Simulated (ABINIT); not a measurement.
**A GW chain in ABINIT: K2LiAlH6 (Fm-3m)**

Aim: the G0W0 gap of K2LiAlH6 (Fm-3m) on LDA, step by step.

Calculated with ABINIT 10.8.3; LDA and many-body steps on it, plane waves.

The raw output is cut from this account; settings, times and results stay.

## 1. The system as given

The structure is cubic, space group Fm-3m (No. 225). Conventional cell: a = 7.761 Å, b = 7.761 Å, c = 7.761 Å, α = 90.00°, β = 90.00°, γ = 90.00°. Nearest to K lie 12 H at 2.75 Å. Li has 6 H at 2.11 Å nearest. Nearest to Al lie 6 H at 1.77 Å. H has 1 Al at 1.77 Å and 1 Li at 2.11 Å and 4 H at 2.50 Å and 4 K at 2.75 Å nearest. Farther neighbours, and contacts between anions beyond the nearest, are not listed.

The cell and positions are those that the Materials Project relaxed with its own functionals (PBE, PBE+U or r2SCAN), kept fixed.

## 2. Ground state

This step: ABINIT 10.8.3; DFT, LDA, plane waves, norm-conserving pseudopotentials.

The ground-state density comes first.

run.abi reads:

```
acell 3*1.0 Angstrom
rprim 
  -0.000000000000 3.880349530400 3.880349530400
  3.880349530400 0.000000000000 3.880349530400
  3.880349530400 3.880349530400 0.000000000000
ntypat 4
znucl 19 3 13 1
natom 10
typat 1 1 2 3 4 4 4 4 4 4
xred 
  0.750000000000 0.750000000000 0.750000000000
  0.250000000000 0.250000000000 0.250000000000
  0.500000000000 0.500000000000 0.500000000000
  0.000000000000 -0.000000000000 -0.000000000000
  0.772107360000 0.227892640000 0.227892640000
  0.772107360000 0.227892640000 0.772107360000
  0.227892640000 0.772107360000 0.772107360000
  0.227892640000 0.772107360000 0.227892640000
  0.227892640000 0.227892640000 0.772107360000
  0.772107360000 0.772107360000 0.227892640000
pp_dirpath "pseudos"
pseudos "K.upf, Li.upf, Al.upf, H.upf"
ecut 33
ngkpt 6 6 6
nshiftk 1
shiftk 0 0 0
kptopt 1
chksymbreak 0
nband 24
occopt 1
tolvrs 1e-10
nstep 60
prtwf 0
optforces 0
optstress 0
indata_prefix "in"
outdata_prefix "out"
tmpdata_prefix "tmp"
```

Run with:

```
OMP_NUM_THREADS=1 mpirun -n 4 abinit run.abi > log
```

Elapsed: 34 s, on 4 MPI ranks of Arm Neoverse V1, shared host; peak memory 0.42 GiB; 2.2 min of CPU time.

Read from the output:

| Quantity | Value |
| --- | --- |
| total energy | -1983.3185 eV |
| gap | 2.154 eV |
| k of the valence top | 0.5, 0.5, 0 |
| k of the conduction bottom | 0, 0, 0 |
| least direct gap | 2.726 eV |

The gap is indirect, with the least direct gap 0.57 eV higher.

## 3. Bands along the symmetry lines

Levels along a band path, at the cheap level, show where the edges lie and whether the meshes to come will hold them.

Changes to run.abi since step 2:

```diff
@@ -23,14 +23,40 @@
 ecut 33
-ngkpt 6 6 6
-nshiftk 1
-shiftk 0 0 0
-kptopt 1
-chksymbreak 0
-nband 24
-occopt 1
-tolvrs 1e-10
-nstep 60
+iscf -2
+irdden 1
+kptopt 0
+nkpt 26
+kpt 
+  0.00000000 0.00000000 0.00000000
+  0.12500000 0.00000000 0.12500000
+  0.25000000 0.00000000 0.25000000
+  0.37500000 0.00000000 0.37500000
+  0.50000000 0.00000000 0.50000000
+  0.53125000 0.06250000 0.53125000
+  0.56250000 0.12500000 0.56250000
+  0.59375000 0.18750000 0.59375000
+  0.62500000 0.25000000 0.62500000
+  0.37500000 0.37500000 0.75000000
+  0.28125000 0.28125000 0.56250000
+  0.18750000 0.18750000 0.37500000
+  0.09375000 0.09375000 0.18750000
+  0.00000000 0.00000000 0.00000000
+  0.12500000 0.12500000 0.12500000
+  0.25000000 0.25000000 0.25000000
+  0.37500000 0.37500000 0.37500000
+  0.50000000 0.50000000 0.50000000
+  0.50000000 0.43750000 0.56250000
+  0.50000000 0.37500000 0.62500000
+  0.50000000 0.31250000 0.68750000
+  0.50000000 0.25000000 0.75000000
+  0.50000000 0.18750000 0.68750000
+  0.50000000 0.12500000 0.62500000
+  0.50000000 0.06250000 0.56250000
+  0.50000000 0.00000000 0.50000000
+istwfk *1
+nband 22
+nbdbuf 2
+tolwfr 1e-08
+nstep 40
 prtwf 0
-optforces 0
-optstress 0
+prtvol 0
 indata_prefix "in"
```

Wall time 35 s (4 MPI ranks); peak memory 0.36 GiB; 2.3 min of CPU time.

This step gave:

```yaml
gap: 2.154 eV
k_of_the_valence_top: 0.5, 0, 0.5
k_of_the_conduction_bottom: 0, 0, 0
least_direct_gap: 2.726 eV
```

The gap is 2.154 eV, as in the run before at this level.

Electronic bands along the path, in eV, zero at the top of the highest filled band:

| point | band 12 | band 13 | band 14 | band 15 | band 16 | band 17 | band 18 | band 19 |
| --- | --- | --- | --- | --- | --- | --- | --- | --- |
| Γ | -2.94 | -2.94 | -0.57 | -0.57 | 2.15 | 5.14 | 5.14 | 5.14 |
| halfway | -2.80 | -2.80 | -1.45 | -0.31 | 3.39 | 4.34 | 4.94 | 4.94 |
| X | -2.66 | -2.66 | -2.22 | 0.00 | 3.37 | 4.73 | 4.73 | 5.51 |
| halfway | -2.85 | -2.63 | -2.04 | -0.17 | 3.52 | 4.70 | 5.02 | 5.49 |
| U | -3.14 | -2.54 | -1.73 | -0.57 | 3.86 | 4.69 | 5.27 | 5.44 |
| jump to K | -3.14 | -2.54 | -1.73 | -0.57 | 3.86 | 4.69 | 5.27 | 5.44 |
| halfway | -2.88 | -2.55 | -1.13 | -0.79 | 3.23 | 4.78 | 4.86 | 5.22 |
| Γ | -2.94 | -2.94 | -0.57 | -0.57 | 2.15 | 5.14 | 5.14 | 5.14 |
| halfway | -2.71 | -2.71 | -0.85 | -0.85 | 2.84 | 4.42 | 5.31 | 5.72 |
| L | -2.41 | -2.41 | -1.19 | -1.19 | 2.95 | 3.96 | 5.85 | 5.85 |
| halfway | -2.80 | -2.52 | -1.35 | -0.99 | 3.67 | 4.53 | 5.05 | 5.34 |
| W | -3.15 | -2.90 | -1.42 | -0.80 | 4.42 | 4.42 | 5.36 | 5.36 |
| halfway | -2.81 | -2.81 | -1.87 | -0.32 | 3.67 | 4.90 | 5.06 | 5.26 |
| X | -2.66 | -2.66 | -2.22 | 0.00 | 3.37 | 4.73 | 4.73 | 5.51 |

## 4. Empty states on the mesh, 2×2×2 mesh, 69 bands

The sums over transitions need many empty states on a uniform mesh; this step solves for them.

run.abi reads:

```
acell 3*1.0 Angstrom
rprim 
  -0.000000000000 3.880349530400 3.880349530400
  3.880349530400 0.000000000000 3.880349530400
  3.880349530400 3.880349530400 0.000000000000
ntypat 4
znucl 19 3 13 1
natom 10
typat 1 1 2 3 4 4 4 4 4 4
xred 
  0.750000000000 0.750000000000 0.750000000000
  0.250000000000 0.250000000000 0.250000000000
  0.500000000000 0.500000000000 0.500000000000
  0.000000000000 -0.000000000000 -0.000000000000
  0.772107360000 0.227892640000 0.227892640000
  0.772107360000 0.227892640000 0.772107360000
  0.227892640000 0.772107360000 0.772107360000
  0.227892640000 0.772107360000 0.227892640000
  0.227892640000 0.227892640000 0.772107360000
  0.772107360000 0.772107360000 0.227892640000
pp_dirpath "pseudos"
pseudos "K.upf, Li.upf, Al.upf, H.upf"
ecut 33
ngkpt 2 2 2
nshiftk 1
shiftk 0 0 0
kptopt 1
chksymbreak 0
iscf -2
irdden 1
istwfk *1
nband 69
nbdbuf 6
tolwfr 1e-09
nstep 60
prtvol 0
indata_prefix "in"
outdata_prefix "out"
tmpdata_prefix "tmp"
```

The job ended after 19 s (4 MPI ranks; peak memory 0.33 GiB; 75 s of CPU time).

This step gave:

| Quantity | Value |
| --- | --- |
| gap | 2.154 eV |
| k of the valence top | 0.5, 0.5, 0 |
| k of the conduction bottom | 0, 0, 0 |
| least direct gap | 2.726 eV |
| k points computed | 3 |
| lowest point of the top converged band, above the valence top | 24.97 eV |

On this mesh the gap is 2.154 eV.

## 5. Screening, 2×2×2 mesh, 63 bands, screening to 87.1 eV

The RPA dielectric matrix is built and inverted for each q.

This step: RPA screening on LDA, plane waves, norm-conserving pseudopotentials.

Changes to run.abi since step 4:

```diff
@@ -28,10 +28,11 @@
 chksymbreak 0
-iscf -2
-irdden 1
 istwfk *1
-nband 69
-nbdbuf 6
-tolwfr 1e-09
-nstep 60
-prtvol 0
+occopt 1
+irdwfk 1
+optdriver 3
+nband 63
+ecuteps 3.2
+inclvkb 2
+awtr 1
+symchi 1
 indata_prefix "in"
```

It took 7.8 s on 4 MPI ranks; peak memory 0.91 GiB.

Read from the output:

```yaml
eps_infinity_with_local_fields_on_this_mesh: 4.227
eps_infinity_without_local_fields_on_this_mesh: 4.825
plasma_frequency: 18.81 eV
plane_waves_in_the_screening_matrix: 181
```

Local fields lower ε∞ by 12 %. On a Γ-centred mesh this coarse the value itself is usually too large, while a short band sum pulls it down.

## 6. Self-energy, 2×2×2 mesh, 63 bands, screening to 87.1 eV

The self-energy is evaluated for the states that the input lists, and the quasiparticle equation is solved.

This step: G0W0 on LDA, plane waves, norm-conserving pseudopotentials.

Changes to run.abi since step 5:

```diff
@@ -31,8 +31,17 @@
 irdwfk 1
-optdriver 3
+optdriver 4
 nband 63
+gwcalctyp 0
+ecutsigx 33
+symsigma 1
+nkptgw 2
+kptgw 
+  0.5000000000 0.5000000000 0.0000000000
+  0.0000000000 0.0000000000 0.0000000000
+bdgw 
+  14 18
+  14 19
 ecuteps 3.2
-inclvkb 2
-awtr 1
-symchi 1
+irdscr 1
+ppmodel 1
 indata_prefix "in"
```

Elapsed: 5.4 s, on 4 MPI ranks; peak memory 0.32 GiB; 21 s of CPU time.

This step gave:

| Quantity | Value |
| --- | --- |
| G0W0 gap on the mesh | 4.051 eV |
| starting gap on the mesh | 2.154 eV |
| k of the valence top | 0.5, 0.5, 0 |
| k of the conduction bottom | 0, 0, 0 |
| Z at the valence top | 0.805 |
| Z at the conduction bottom | 0.829 |
| least direct G0W0 gap on the computed points | 4.593 eV |

The gap on the mesh goes from 2.15 eV to 4.05 eV, a correction of +1.90 eV.

Limits: finite bands, cutoff and mesh; coarse k mesh. v1 is the top filled band, c1 the lowest empty one. The levels before and after the correction (eV, zero at the valence-band top of each column):

|  | conduction bottom | valence top |
| --- | --- | --- |
| Kohn-Sham | 2.15 | 0.00 |
| G0W0 | 4.05 | 0.00 |

|  | level | energy (eV) |
| --- | --- | --- |
| Kohn-Sham | (0.5 0.5 0) v2 | -2.221 |
| Kohn-Sham | (0.5 0.5 0) v1 | 0.000 |
| Kohn-Sham | (0.5 0.5 0) c1 | 3.368 |
| Kohn-Sham | (0.5 0.5 0) c2-c3 | 4.727 |
| Kohn-Sham | Γ v2-v1 | -0.572 |
| Kohn-Sham | Γ c1 | 2.154 |
| Kohn-Sham | Γ c2-c4 | 5.141 |
| G0W0 | (0.5 0.5 0) v2 | -2.351 |
| G0W0 | (0.5 0.5 0) v1 | 0.000 |
| G0W0 | (0.5 0.5 0) c1 | 5.547 |
| G0W0 | (0.5 0.5 0) c2-c3 | 7.037 |
| G0W0 | Γ v2-v1 | -0.542 |
| G0W0 | Γ c1 | 4.051 |
| G0W0 | Γ c2-c4 | 7.200 |

## 7. Where the time went

Times are wall times on 4 MPI ranks of Arm Neoverse V1, shared host, good to a factor of about two.

| step | time | share | memory (GiB) |
| --- | --- | --- | --- |
| ground state | 34 s | 34 % | 0.42 |
| bands along the symmetry lines | 35 s | 35 % | 0.36 |
| empty states on the mesh | 19 s | 19 % | 0.33 |
| screening | 7.8 s | 8 % | 0.91 |
| self-energy | 5.4 s | 5 % | 0.32 |

## 8. Results

```
LDA gap              : 2.15 eV, indirect
G0W0 gap on the mesh : 4.05 eV
GW settings          : 2×2×2 mesh, 63 bands, screening to 87.1 eV, Godby-Needs plasmon pole
known limits         : short of the basis limit; coarse k mesh
```

In words: G0W0 moves the gap on the mesh from 2.15 eV to 4.05 eV (+1.90 eV), with Z of 0.81 and 0.83 at the edges. Local fields lower the RPA ε∞ on this mesh from 4.83 to 4.23; a Γ-centred mesh this coarse tends to raise both, most where the direct gap is narrow, while a short band sum lowers them. Bands and cutoff are finite, so the gap stands short of the basis limit, usually by up to a few tenths of an eV; the mesh is an error of its own. The 2×2×2 mesh is coarse for this cell, which bears on the long-range parts of exchange and screening.

[Long decimals in the printed logs are rounded to 6 places.]

[Logs are printed without paths, hosts, clocks, repeated set-up lines and the standing remarks that a program may print on its own settings, such as how far it seeks lower states.]

[Paths, hosts, dates, memory and timing lines, banners, echoed tables and standing remarks are left out of the program output; an Ansatz launch command may be rebuilt from the run's recorded settings. Measured values are a selection of at most five: reports struck by readers or far from the other reports are left out. None is set beside runs whose start may be inverted or whose files or cutoffs have a known fault.]

[Runs of the session that timed out or met a known fault of the program may be left out.]

[Hosts, paths, dates, database ids (printed as entryN), source tags and the programs' standing remarks are cut or masked in the printed files.]

[G0W0 gaps are taken among the corrected bands and points alone; a level outside them can change the order at an edge.]

[Where Ansatz stands beside ABINIT at settings called matched, ABINIT's density can come from a denser mesh and the files from another edition; pairs whose starting gaps differed by over 0.03 eV were left out, so agreement reads better than it is.]
